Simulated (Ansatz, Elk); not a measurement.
# How far do independent atoms describe Na2RuCl4?

Structure refinements treat a crystal as free atoms side by side. For a made-up structure of Na2RuCl4 (cell and positions from a r2SCAN relaxation) the runs below show what the calculated density changes in F(hkl).

Method: DFT, PBE, all-electron APW+lo, Dirac cores, scalar-relativistic bands, static density, no spin, in Elk 11.2.3 (patched build).

This account leaves out most program logs.

The structure was built from a prototype and need not be the compound's stable phase.

## (1) Set-up

It takes space group I4/mmm (No. 139, tetragonal). Conventional cell: a = 4.794 Å, b = 4.794 Å, c = 14.092 Å, α = 90.00°, β = 90.00°, γ = 90.00°. Ru has 6 Cl at 2.40 to 2.41 Å nearest. Nearest to Cl lie 1 Ru at 2.41 Å and 5 Na at 2.70 to 3.42 Å. Cl has 2 Ru at 2.40 Å and 4 Na at 3.08 Å nearest. Nearest to Na lie 9 Cl at 2.70 to 3.42 Å. Farther neighbours and most contacts between anions are not listed.

## (2) Ground state and structure factors

An all-electron density is needed, since X-rays see the cores too. Task 0 finds the density and task 195 Fourier-transforms it; tshift is off so that phases refer to the origin typed.

elk.in

```
tasks
  0
  195

xctype
  20

spinpol
  .false.

rgkmax
  7.0

gmaxvr
  14.0

lmaxo
  7

lmaxapw
  8

swidth
  0.002

tshift
  .false.

ramdisk
  .false.

hmaxvr
  5.5

maxscl
  120

epspot
  1e-06

sppath
  './'

avec
  -4.52973438965 4.52973438965 13.31518859323
  4.52973438965 -4.52973438965 13.31518859323
  4.52973438965 4.52973438965 -13.31518859323

atoms
  3
  'Ru.in'
  1
  0.0000000000 0.0000000000 0.0000000000   0.000000 0.000000 0.000000
  'Cl.in'
  4
  0.1709570945 0.1709570945 -0.0000000000   0.000000 0.000000 0.000000
  0.8290429055 0.8290429055 -0.0000000000   0.000000 0.000000 0.000000
  0.5000000000 0.0000000000 0.5000000000   0.000000 0.000000 0.000000
  0.0000000000 0.5000000000 0.5000000000   0.000000 0.000000 0.000000
  'Na.in'
  2
  0.6374357870 0.6374357870 -0.0000000000   0.000000 0.000000 0.000000
  0.3625642130 0.3625642130 -0.0000000000   0.000000 0.000000 0.000000

ngridk
  7 7 7
```

On the command line:

```
OMP_NUM_THREADS=4 elk
```

The job ended after 51 s (4 threads of Intel Xeon 6975P-C (Granite Rapids), shared host; peak memory 0.33 GiB; 2.4 min of CPU time).

SFACRHO.OUT:

```text

h k l indices transformed by vhmat matrix:
   1.000000000       0.000000000       0.000000000    
   0.000000000       1.000000000       0.000000000    
   0.000000000       0.000000000       1.000000000    

      h      k      l  multipl.   |H|            Re(F)            Im(F)           |F|

      0      0      0      1   0.0000000       134.00000     -0.10535235E-15   134.00000    
     -1     -1      1      2  0.47188106       53.633318      0.37915173E-14   53.633318    
      0      1     -1      8  0.73258318       42.164680     -0.28436380E-14   42.164680    
     -2     -2      2      2  0.94376212       37.736252      0.75830345E-14   37.736252    
      1     -1      0      4  0.98082637       56.072997      0.10795523E-14   56.072997    
     -2     -1      2      8  0.99097002       25.699059     -0.18957586E-14   25.699059    
     -1     -1      0      8   1.0884356      -6.7086457     -0.37915173E-14   6.7086457    
     -2     -2      3      8   1.3611419      -14.413039      0.75830345E-14   14.413039    
      3      2     -2      8   1.3684694       55.547801      0.16113948E-13   55.547801    
     -1      1     -1      4   1.3870980       97.956276      0.21367264E-14   97.956276    
      3      3     -3      2   1.4156432       87.867095      0.23696983E-13   87.867095    
      2      0      0      8   1.4651664       41.730804     -0.56872759E-14   41.730804    
      2     -1      0     16   1.5686679       33.359980     -0.47393966E-14   33.359980    
      3      1     -3      8   1.6777150       30.354500     -0.13744250E-13   30.354500    
      3      0     -1     16   1.7047177       23.929008     -0.94787932E-15   23.929008    
     -3     -3      2      8   1.7222270       38.346689     -0.23696983E-13   38.346689    
      3      4     -3      8   1.7912953       23.706085     -0.20142436E-13   23.706085    
      4      4     -4      2   1.8875242       48.278513     -0.85309139E-14   48.278513
```

Elk indexes on the primitive cell of elk.in and gives |H| = 4π sin θ/λ in inverse bohr. Below, one row stands for each form hkl of the conventional cell (m members, Friedel mates merged), F is for one primitive cell and the density is static (no thermal factor). Free-atom factors are Waasmaier and Kirfel's, and R is Σm||F|−|F'||/Σm|F|.

```
hkl   m  sin θ/λ (Å⁻¹)  abs F, DFT  neutral atoms   diff.
002   2          0.071      53.633         53.598  +0.035
101   8          0.110      42.165         41.962  +0.203
004   2          0.142      37.736         37.577  +0.160
110   4          0.147      56.073         56.218  -0.145
103   8          0.149      25.699         26.245  -0.546
112   8          0.164       6.709          6.211  +0.497
114   8          0.205      14.413         14.204  +0.209
105   8          0.206      55.548         55.575  -0.028
200   4          0.209      97.956         97.993  -0.037
006   2          0.213      87.867         87.889  -0.022
202   8          0.220      41.731         41.800  -0.069
211  16          0.236      33.360         33.398  -0.038
204   8          0.252      30.355         30.403  -0.049
213  16          0.256      23.929         23.956  -0.027
116   8          0.259      38.347         38.385  -0.038
107   8          0.269      23.706         23.798  -0.092
008   2          0.284      48.279         48.644  -0.365
215  16          0.293      47.425         47.450  -0.025
```

## (3) The highest occupied states alone

An energy window below the Fermi level keeps the highest occupied states, to see at which angles they scatter; shallow core shells can lie inside it and anion s states outside. No new self-consistency is needed.

Changes to elk.in since step 2:

```diff
@@ -1,3 +1,2 @@
 tasks
-  0
   195
@@ -40,2 +39,5 @@
 
+wsfac
+  -0.336220 0.404770
+
 sppath
```

On the command line:

```
OMP_NUM_THREADS=4 elk
```

Elapsed: 11 s, on 4 threads; peak memory 0.25 GiB; 13 s of CPU time.

States within 12 eV below the Fermi level hold 30.00 electrons; any levels below the window count with the cores. Their amplitudes can exceed the total, where window and core parts have opposite phase:

```
hkl  sin θ/λ (Å⁻¹)  abs F, window  abs F, all
002          0.071         10.392      53.633
101          0.110          8.700      42.165
004          0.142          7.943      37.736
110          0.147          4.065      56.073
103          0.149          1.678      25.699
112          0.164          4.105       6.709
114          0.205          1.823      14.413
105          0.206          4.605      55.548
200          0.209          8.481      97.956
006          0.213          8.081      87.867
```

## (4) Another functional

The difference from free atoms is small, so it is set against the change that LDA (Perdew-Wang) makes.

Changes to elk.in since step 3:

```diff
@@ -1,2 +1,3 @@
 tasks
+  0
   195
@@ -4,3 +5,3 @@
 xctype
-  20
+  3
 
@@ -39,5 +40,2 @@
 
-wsfac
-  -0.336220 0.404770
-
 sppath
```

On the command line:

```
OMP_NUM_THREADS=4 elk
```

It took 34 s on 4 threads; peak memory 0.3 GiB; 1.7 min of CPU time.

Against the first run R = 0.08 %; the largest change is -0.091 at 200.

## (5) Basis size

A smaller basis shows how fast F responds to it; the change is likely larger than the basis error of the first run, but doesn't show convergence.

Changes to elk.in since step 4:

```diff
@@ -5,3 +5,3 @@
 xctype
-  3
+  20
 
@@ -11,3 +11,3 @@
 rgkmax
-  7.0
+  5.5
```

On the command line:

```
OMP_NUM_THREADS=4 elk
```

Wall time 37 s (4 threads); peak memory 0.31 GiB; 89 s of CPU time.

Against the first run R = 0.07 %; the largest change is -0.097 at 200.

## (6) Settings against the effect

```csv
run,R against the first run (%),"R against neutral atoms, low angle (%)",wall time
"PBE, rgkmax 7",0.00,0.32,51 s
LDA (Perdew-Wang),0.08,0.33,34 s
rgkmax 5.5,0.07,0.36,37 s
```

## (7) Summary of results

| Quantity | Value |
| --- | --- |
| R against neutral atoms, sin θ/λ < 0.3 Å⁻¹ | 0.32 % |
| R against neutral atoms, 0.3 to 0.66 Å⁻¹ | 0.53 % |

**Reading.** Independent neutral atoms miss the calculated amplitudes by R = 0.32 % below 0.3 Å⁻¹ and 0.53 % from there to 0.66 Å⁻¹; by shells, 0.73 % below 0.15 Å⁻¹ (5 forms), 0.24 % 0.15 to 0.3 (15 forms), 0.44 % 0.3 to 0.45 (34 forms), 0.55 % above 0.45 (95 forms). Bonding, aspherical density and the tables' own atoms all enter these figures, and the runs don't part them. The largest change of an amplitude is -0.55 electrons, at 103. The window's part falls from 30.0 electrons at the origin to at most 0.60 between 0.45 and 0.66 Å⁻¹. Below 0.3 Å⁻¹ the changes that finished (LDA (Perdew-Wang) and rgkmax 5.5) move F by R = 0.08 % at most, against the 0.32 % that separates it from free atoms. The k-mesh has no finished test. These runs have no spin, though d or f shells may be open. Part of the difference isn't bonding: the tables are fits to free atoms and ions calculated by other methods than this functional. Thermal motion, anomalous dispersion and extinction are left out.

[Logs are printed without paths, hosts, clocks, repeated set-up lines and the standing remarks that a program may print on its own settings, such as how far it seeks lower states.]

[Hosts, paths, dates, database ids (printed as entryN), source tags and the programs' standing remarks are cut or masked in the printed files.]
